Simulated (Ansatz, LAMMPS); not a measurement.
# Amorphous polyacrylonitrile (as short chains C14N4H18), from a frame at 400 K (108 atoms): geometry optimisation

How does amorphous polyacrylonitrile (as short chains C14N4H18), from a frame at 400 K (108 atoms) relax, and what do bonds, charges and levels look like afterwards?

Main program and level: Ansatz 0.2.0; Kohn-Sham DFT, PBE+D3(BJ), PAW (set soft_2), plane waves.

**1. Starting point**

The cell holds 108 atoms: 42 C, 12 N and 54 H. Its edges and angles: a = 10.456 Å, b = 10.456 Å, c = 10.456 Å, α = 90.0°, β = 90.0°, γ = 90.0°. 3 polyacrylonitrile chains of 4 units with methyl end groups placed at random, at 1.06 g/cm³; overlaps pushed apart, then 20 ps at 800 K with MMFF94 bonds, angles, torsions, charges and radii (Halgren, J. Comput. Chem. 17, 490 (1996)) in harmonic and 12-6 forms. Snapshot after 30 ps at 400 K and fixed volume.

Limits known from the start: The network of contacts between molecules at the start is that of the classical potential that made the cell. Sampling is at Γ alone, for a cell whose shortest periodic width is 10 Å.

**2. Single point at the start**

The forces at the start show how far the geometry lies from a minimum of this functional.

input.yaml

```yaml
crystal:
  lattice:
    - [10.45608, 0.0, 0.0]
    - [0.0, 10.45608, 0.0]
    - [0.0, 0.0, 10.45608]
  atoms:
    - { symbol: C, position: [0.91725, 0.04382, 0.21168] }
    - { symbol: C, position: [0.86652, 0.17398, 0.17376] }
    - { symbol: C, position: [0.85108, 0.25633, 0.29244] }
    - { symbol: C, position: [0.97858, 0.32112, 0.31686] }
    [... 98 atom lines left out ...]
    - { symbol: H, position: [0.20579, 0.737, 0.41967] }
    - { symbol: H, position: [0.17246, 0.58753, 0.40713] }
    - { symbol: H, position: [0.94628, 0.61788, 0.47375] }
    - { symbol: H, position: [0.88861, 0.74744, 0.27189] }
    - { symbol: H, position: [0.06086, 0.72745, 0.23616] }
    - { symbol: H, position: [0.94291, 0.58926, 0.26356] }
kpoints:
  mp_grid: { grid: [1, 1, 1] }
hamiltonian:
  xc: pbe
  dispersion: d3bj
scf:
  occupations: { method: fermi_dirac, width: 0.025 }
output:
  forces: true
  stress: true
  populations: true
  dos:
    method: { smearing: { sigma: 0.08 } }
    de: 0.1
    projected: { site_lists: { C: [C], H: [H], "N": ["N"] } }
  eigenvalues: true
```

Started as:

```sh
ansatz run input.yaml --threads 4 --pin off --max-ram 8192MiB --backend cpu --events-out ev --progress --plain --runs-dir out
```

Run time: 8.7 s. Hardware: 4 threads of Arm Neoverse V2, shared host; peak memory 1.1 GiB.

The run gave:

```yaml
free_energy: -16004.2451 eV
free_energy_per_atom: -148.1875 eV/atom
scf_cycles: 10
pressure: 3.736 GPa
r_m_s_force_component: 1.222 eV/Å
longest_force: 6.037 eV/Å
fermi_energy: 1.16 eV
spacing_of_highest_filled_and_lowest_empty_level: 5.788 eV
spilling_of_the_projection: 0.0125
```

The r.m.s. force component of 1.2 eV/Å and the pressure of 3.7 GPa set the starting point.

Neighbours are counted within 1.34 Å (H-C), 1.85 Å (C-C), 1.62 Å (C-N).

Length of the force by element and coordination:

| element | coordination | atoms | mean length of the force (eV/Å) | spread | least | most |
| --- | --- | --- | --- | --- | --- | --- |
| C | all | 42 | 2.48 | 1.18 | 0.187 | 6.04 |
| C | 2 | 12 | 2.86 | 1.52 | 1.01 | 6.04 |
| C | 4 | 30 | 2.33 | 0.970 | 0.187 | 4.63 |
| H | all | 54 | 1.17 | 0.769 | 0.104 | 3.44 |
| N | all | 12 | 1.84 | 1.31 | 0.315 | 4.32 |

**3. Cell and atoms relaxed**

The cell is relaxed with the atoms, since the starting lattice needn't suit this functional.

input.yaml, the sections that differ from step 2:

```yaml
output:
  forces: true
relax:
  f_tol: 0.03
  max_steps: 200
  cell: {}
# crystal, kpoints, hamiltonian, scf: as in step 2
```

Run time: 3.1 min. Hardware: 4 threads; peak memory 1.2 GiB.

Step by step (22 of 30):

| step | energy less that of the first step (eV) | largest force component (eV/Å) | pressure (GPa) | volume (Å³) |
| --- | --- | --- | --- | --- |
| 1 | 0.0000 | 5.2417 | 3.74 | 1143.16 |
| 2 | -5.5423 | 1.6817 | 0.42 | 1190.98 |
| 4 | -6.7659 | 0.3673 | -0.21 | 1174.76 |
| 5 | -6.9549 | 0.4336 | -0.33 | 1166.94 |
| 7 | -7.1334 | 0.4341 | 0.08 | 1154.41 |
| 8 | -7.1987 | 0.1448 | -0.19 | 1146.61 |
| 9 | -7.2252 | 0.1988 | 0.12 | 1144.65 |
| 11 | -7.3115 | 0.3254 | -0.24 | 1131.86 |
| 12 | -7.3331 | 0.4108 | -0.14 | 1132.81 |
| 13 | -7.3774 | 0.1101 | -0.05 | 1135.20 |
| 15 | -7.4022 | 0.3222 | -0.05 | 1133.76 |
| 16 | -7.4069 | 0.0287 | -0.01 | 1133.78 |
| 18 | -7.4096 | 0.2243 | -0.08 | 1133.03 |
| 19 | -7.4132 | 0.0561 | 0.02 | 1133.10 |
| 20 | -7.4155 | 0.0139 | 0.00 | 1132.65 |
| 22 | -7.4559 | 0.0533 | 0.00 | 1132.94 |
| 23 | -7.4633 | 0.0739 | -0.02 | 1132.60 |
| 24 | -7.4655 | 0.0596 | -0.02 | 1132.59 |
| 26 | -7.4690 | 0.0044 | 0.00 | 1132.02 |
| 27 | -7.4774 | 0.0067 | 0.01 | 1132.02 |
| 29 | -7.4819 | 0.0125 | 0.00 | 1132.49 |
| 30 | -7.4932 | 0.0127 | 0.00 | 1132.49 |

Relaxation steps 15, 18, 25 were tried and not accepted.

| cell as run | before | after | change |
| --- | --- | --- | --- |
| a (Å) | 10.456 | 10.079 | -3.6 % |
| b (Å) | 10.456 | 11.008 | +5.3 % |
| c (Å) | 10.456 | 10.256 | -1.9 % |
| α (°) | 90.00 | 94.90 | +5.4 % |
| β (°) | 90.00 | 87.56 | -2.7 % |
| γ (°) | 90.00 | 88.97 | -1.1 % |
| volume (Å³/atom) | 10.58 | 10.49 | -0.9 % |

The atoms that moved most (Å, as changes of fractional coordinates times the final cell):

| atom | dx | dy | dz | length |
| --- | --- | --- | --- | --- |
| N77 | -0.949 | 0.135 | -0.921 | 1.329 |
| H19 | 0.550 | 0.676 | 0.895 | 1.249 |
| H21 | 1.148 | 0.059 | -0.002 | 1.150 |
| H72 | -0.936 | 0.218 | -0.579 | 1.122 |
| H91 | -0.372 | -0.755 | 0.587 | 1.026 |
| H23 | -0.097 | -0.548 | 0.833 | 1.002 |
| N45 | 0.686 | 0.524 | -0.452 | 0.975 |
| H65 | 0.608 | 0.277 | -0.626 | 0.916 |

The relaxation changed the energy by -69.4 meV/atom, and atoms moved by 0.56 Å r.m.s., 1.3 Å at most.

**4. Distances and neighbours after relaxation**

Bonds before and after, by the cutoffs listed below:

| pair | bonds before | bonds after | mean before (Å) | mean after (Å) | spread before (Å) | spread after (Å) |
| --- | --- | --- | --- | --- | --- | --- |
| H-C | 54 | 54 | 1.098 | 1.098 | 0.038 | 0.003 |
| C-C | 39 | 39 | 1.491 | 1.517 | 0.051 | 0.039 |
| C-N | 12 | 12 | 1.161 | 1.162 | 0.020 | 0.000 |

Density 1.07 g/cm³, 10.49 Å³ an atom.

Pair distribution functions g(r), in bins of 0.2 Å:

| r (Å) | total | H-H | H-C | H-N | C-C | C-N | N-N |
| --- | --- | --- | --- | --- | --- | --- | --- |
| 1.00 | 2.81 | 0.00 | 7.20 | 0.00 | 0.00 | 0.00 | 0.00 |
| 1.20 | 1.41 | 0.00 | 1.89 | 0.00 | 0.00 | 7.75 | 0.00 |
| 1.40 | 0.43 | 0.00 | 0.00 | 0.00 | 2.82 | 0.00 | 0.00 |
| 1.60 | 0.89 | 0.00 | 0.00 | 0.00 | 5.85 | 0.00 | 0.00 |
| 1.80 | 0.74 | 2.96 | 0.00 | 0.00 | 0.00 | 0.00 | 0.00 |
| 2.00 | 0.24 | 0.07 | 0.56 | 0.00 | 0.00 | 0.00 | 0.00 |
| 2.20 | 1.59 | 0.38 | 3.80 | 0.14 | 0.00 | 0.00 | 0.00 |
| 2.40 | 0.90 | 1.82 | 0.19 | 0.84 | 1.86 | 0.00 | 0.00 |
| 2.60 | 1.43 | 1.71 | 0.99 | 1.59 | 2.00 | 1.55 | 0.00 |
| 2.80 | 1.18 | 1.29 | 1.77 | 1.52 | 0.00 | 0.00 | 0.00 |
| 3.00 | 0.84 | 1.62 | 0.58 | 1.15 | 0.56 | 0.00 | 0.00 |
| 3.20 | 0.88 | 0.75 | 0.74 | 2.27 | 0.55 | 0.76 | 0.00 |
| 3.40 | 0.90 | 0.35 | 0.93 | 1.39 | 0.18 | 2.92 | 1.03 |
| 3.60 | 1.00 | 0.64 | 1.04 | 1.25 | 0.44 | 2.37 | 1.96 |
| 3.80 | 0.81 | 0.88 | 0.52 | 0.91 | 0.77 | 1.73 | 1.29 |
| 4.00 | 0.84 | 0.58 | 0.86 | 0.74 | 1.06 | 1.35 | 0.40 |
| 4.20 | 0.95 | 0.86 | 1.01 | 0.99 | 0.96 | 0.80 | 1.41 |
| 4.40 | 0.98 | 1.08 | 0.78 | 1.43 | 1.06 | 0.78 | 1.31 |
| 4.60 | 0.98 | 1.17 | 0.80 | 1.09 | 0.84 | 1.27 | 1.46 |
| 4.80 | 1.04 | 0.98 | 1.06 | 0.79 | 1.09 | 1.36 | 0.53 |

Bonds by pair of elements; cutoffs follow the first minimum of g(r), held within bounds set by covalent radii, and pairs that aren't listed don't count as bonded:

| pair A-B | cutoff (Å) | bonds | mean length (Å) | spread (Å) | shortest (Å) | B about A | A about B |
| --- | --- | --- | --- | --- | --- | --- | --- |
| H-C | 1.34 | 54 | 1.10 | 0.003 | 1.09 | 1 | 1.29 |
| C-C | 1.85 | 39 | 1.52 | 0.039 | 1.46 | 1.86 | 1.86 |
| C-N | 1.62 | 12 | 1.16 | 0 | 1.16 | 0.286 | 1 |

How many atoms have how many bonded neighbours:

| element | mean | 1 | 2 | 4 |
| --- | --- | --- | --- | --- |
| C | 3.43 | 0 | 12 | 30 |
| H | 1 | 54 | 0 | 0 |
| N | 1 | 12 | 0 | 0 |

Bond angles, per cent of each kind in bins of 5°:

| angle (°) | C-C-H | C-C-C | H-C-H | C-C-N |
| --- | --- | --- | --- | --- |
| 100–105 | 1.0 | 0.0 | 0.0 | 0.0 |
| 105–110 | 71.6 | 18.8 | 100.0 | 0.0 |
| 110–115 | 27.5 | 75.0 | 0.0 | 0.0 |
| 115–120 | 0.0 | 6.2 | 0.0 | 0.0 |
| 120–125 | 0.0 | 0.0 | 0.0 | 0.0 |
| 125–130 | 0.0 | 0.0 | 0.0 | 0.0 |
| 130–135 | 0.0 | 0.0 | 0.0 | 0.0 |
| 135–140 | 0.0 | 0.0 | 0.0 | 0.0 |
| 140–145 | 0.0 | 0.0 | 0.0 | 0.0 |
| 145–150 | 0.0 | 0.0 | 0.0 | 0.0 |
| 150–155 | 0.0 | 0.0 | 0.0 | 0.0 |
| 155–160 | 0.0 | 0.0 | 0.0 | 0.0 |
| 160–165 | 0.0 | 0.0 | 0.0 | 0.0 |
| 165–170 | 0.0 | 0.0 | 0.0 | 0.0 |
| 170–175 | 0.0 | 0.0 | 0.0 | 0.0 |
| 175–180 | 0.0 | 0.0 | 0.0 | 100.0 |

Bond angles (no mean is given where the spread exceeds 20°):

| angle | count | mean (°) | spread (°) |
| --- | --- | --- | --- |
| C-C-H | 102 | 109 | 1.7 |
| C-C-C | 48 | 112 | 2.3 |
| H-C-H | 30 | 108 | 0.9 |
| C-C-N | 12 | 178 | 1 |

Bond length by coordination (bonds to H left out):

| element | coordination | atoms | mean bond length (Å) |
| --- | --- | --- | --- |
| C | 2 | 12 | 1.31 |
| C | 4 | 30 | 1.53 |

Counting bonds as in the table, 71 % of C atoms have 4, all H atoms have 1 and all N atoms have 1 bonded neighbour. The C-C-H angle averages 109° with a spread of 1.7°.

**5. Single point at the relaxed geometry**

The electronic structure is read at the final geometry, in a run of its own.

input.yaml

```yaml
crystal:
  lattice:
    - [10.07637, 0.09941, 0.21879]
    - [0.09941, 10.99789, -0.45455]
    - [0.21879, -0.45455, 10.24393]
  atoms:
    - { symbol: C, position: [0.95896, 0.04729, 0.25719] }
    - { symbol: C, position: [0.85735, 0.14273, 0.2249] }
    - { symbol: C, position: [0.85078, 0.25982, 0.32043] }
    - { symbol: C, position: [0.98231, 0.31214, 0.3323] }
    [... 98 atom lines left out ...]
    - { symbol: H, position: [0.22704, 0.69216, 0.3985] }
    - { symbol: H, position: [0.16657, 0.54403, 0.4177] }
    - { symbol: H, position: [0.94352, 0.61731, 0.4701] }
    - { symbol: H, position: [0.88746, 0.69888, 0.26179] }
    - { symbol: H, position: [0.05434, 0.74362, 0.23344] }
    - { symbol: H, position: [0.01632, 0.586, 0.23591] }
kpoints:
  mp_grid: { grid: [1, 1, 1] }
hamiltonian:
  xc: pbe
  dispersion: d3bj
scf:
  occupations: { method: fermi_dirac, width: 0.025 }
output:
  forces: true
  stress: true
  populations: intrinsic
  dos:
    method: { smearing: { sigma: 0.15 } }
    de: 0.1
    projected: { site_lists: { C: [C], H: [H], "N": ["N"] } }
  eigenvalues: true
  write_density: true
  write_potential: true
  volumetric_format: npy
```

Run time: 9.6 s. Hardware: 4 threads; peak memory 1.1 GiB; 37 s of CPU time.

The program notes that the exchange-correlation potential is rough where the density is thin.

The run gave:

| Item | Value |
| --- | --- |
| free energy | -16011.7383 eV |
| free energy per atom | -148.2568 eV/atom |
| SCF cycles | 10 |
| pressure | 0.001843 GPa |
| r.m.s. force component | 0.0038 eV/Å |
| longest force | 0.02493 eV/Å |
| Fermi energy | 1.085 eV |
| gap (highest filled to lowest empty level) | 6.263 eV |

Intrinsic-atomic-orbital charges by element and coordination:

| element | coordination | atoms | mean charge (e) | spread | least | most |
| --- | --- | --- | --- | --- | --- | --- |
| C | all | 42 | -0.164 | 0.232 | -0.525 | 0.18 |
| C | 2 | 12 | 0.163 | 0.009 | 0.150 | 0.18 |
| C | 4 | 30 | -0.295 | 0.124 | -0.525 | -0.169 |
| H | all | 54 | 0.189 | 0.0151 | 0.152 | 0.218 |
| N | all | 12 | -0.277 | 0.0097 | -0.294 | -0.262 |

States in the cell by windows of 1 eV, zero at the Fermi level; the larger projections on atomic orbitals stand beside the total:

| from (eV) | to (eV) | total | C p | N p | H s | C s |
| --- | --- | --- | --- | --- | --- | --- |
| -18 | -17 | 5.2 | 1.3 | 0.1 | 0.6 | 2.5 |
| -17 | -16 | 8.4 | 2.2 | 0.1 | 1.1 | 4.4 |
| -16 | -15 | 9.8 | 3.0 | 0.0 | 1.2 | 5.1 |
| -15 | -14 | 1.4 | 0.4 | 0.0 | 0.2 | 0.7 |
| -14 | -13 | 6.9 | 1.7 | 0.0 | 1.5 | 3.6 |
| -13 | -12 | 10.0 | 3.3 | 0.0 | 2.2 | 4.3 |
| -12 | -11 | 12.8 | 5.7 | 0.0 | 2.4 | 4.4 |
| -11 | -10 | 6.1 | 2.3 | 0.0 | 1.6 | 2.1 |
| -10 | -9 | 5.5 | 3.7 | 0.0 | 1.0 | 0.5 |
| -9 | -8 | 16.9 | 11.7 | 0.2 | 2.9 | 1.4 |
| -8 | -7 | 15.6 | 11.7 | 0.4 | 2.3 | 0.8 |
| -7 | -6 | 23.0 | 16.1 | 1.3 | 4.2 | 0.9 |
| -6 | -5 | 34.6 | 19.4 | 4.7 | 7.8 | 1.1 |
| -5 | -4 | 53.9 | 23.0 | 18.0 | 7.4 | 0.6 |
| -4 | -3 | 48.0 | 23.0 | 17.0 | 6.3 | 0.3 |
| -3 | -2 | 0.6 | 0.3 | 0.2 | 0.1 | 0.0 |
| -2 | 2 | 0.0 | 0.0 | 0.0 | 0.0 | 0.0 |
| 2 | 3 | 0.1 | 0.0 | 0.0 | 0.0 | 0.0 |
| 3 | 4 | 34.5 | 14.8 | 11.6 | 3.2 | 1.9 |
| 4 | 5 | 24.2 | 8.9 | 5.9 | 3.3 | 1.6 |

Between -19 and -18 eV lie 24 more states.

The levels nearest the highest filled one (over half full), pooled over k-points and spins:

| level less the highest filled one (eV) | occupation |
| --- | --- |
| -0.239 | 2 |
| -0.228 | 2 |
| -0.178 | 2 |
| -0.124 | 2 |
| -0.0924 | 2 |
| 0 | 2 |
| 6.26 | 0 |
| 6.36 | 0 |
| 6.43 | 0 |
| 6.47 | 0 |
| 6.51 | 0 |
| 6.52 | 0 |

Mean intrinsic-atomic-orbital charges: C -0.16, H +0.19, N -0.28 e. The largest share in the top eV of filled states is C p (48 % of the projected weight), and in the lowest eV of empty states C p (48 % of the projected weight).

**6. Outcome**

- energy change in the relaxation: -69.38 meV/atom
- r.m.s. displacement: 0.565 Å
- largest displacement: 1.329 Å
- free energy per atom: -148.2568 eV/atom
- pressure: 0.001843 GPa
- r.m.s. force component: 0.0038 eV/Å
- gap (highest filled to lowest empty level): 6.263 eV
- wall time of the 3 DFT runs: 3.4 min

In words: Relaxation lowers the energy by 69.4 meV/atom and moves atoms by 0.56 Å r.m.s.; the r.m.s. force component goes from 1.2 to 0.0038 eV/Å, the pressure goes from 3.7 to 0.0018 GPa, and the gap from 5.79 to 6.26 eV. Displacements are taken in the final cell, so they leave out its strain. By the final cutoffs no bond was broken or made. The cell shrank by 0.9 % in volume. From the first step to the last the energy fell by 7.493 eV, and the largest move was 1.33 Å (N77). The C-C bonds change most in mean length: from 1.491 Å (spread 0.051) to 1.517 Å (spread 0.039). Counting bonds as in the table, 71 % of C atoms have 4, all H atoms have 1 and all N atoms have 1 bonded neighbour. Between filled and empty levels lie 6.26 eV (at Γ alone); a semilocal functional tends to put such gaps too low. In a disordered cell it changes from sample to sample, and tail or defect levels can set it.

What to keep in mind: The network of contacts between molecules at the start is that of the classical potential that made the cell; in DFT atoms moved by 0.56 Å r.m.s.

[Logs are printed without paths, hosts, clocks, repeated set-up lines and the standing remarks that a program may print on its own settings, such as how far it seeks lower states.]

[Hosts, paths, dates, database ids (printed as entryN), source tags and the programs' standing remarks are cut or masked in the printed files.]

[The MMFF94 radii named for the starting cell were scaled by 0.96; in molecules described by MMFF94, hydrogen bound to N, O or S took a small fixed 12-6 site in their place.]
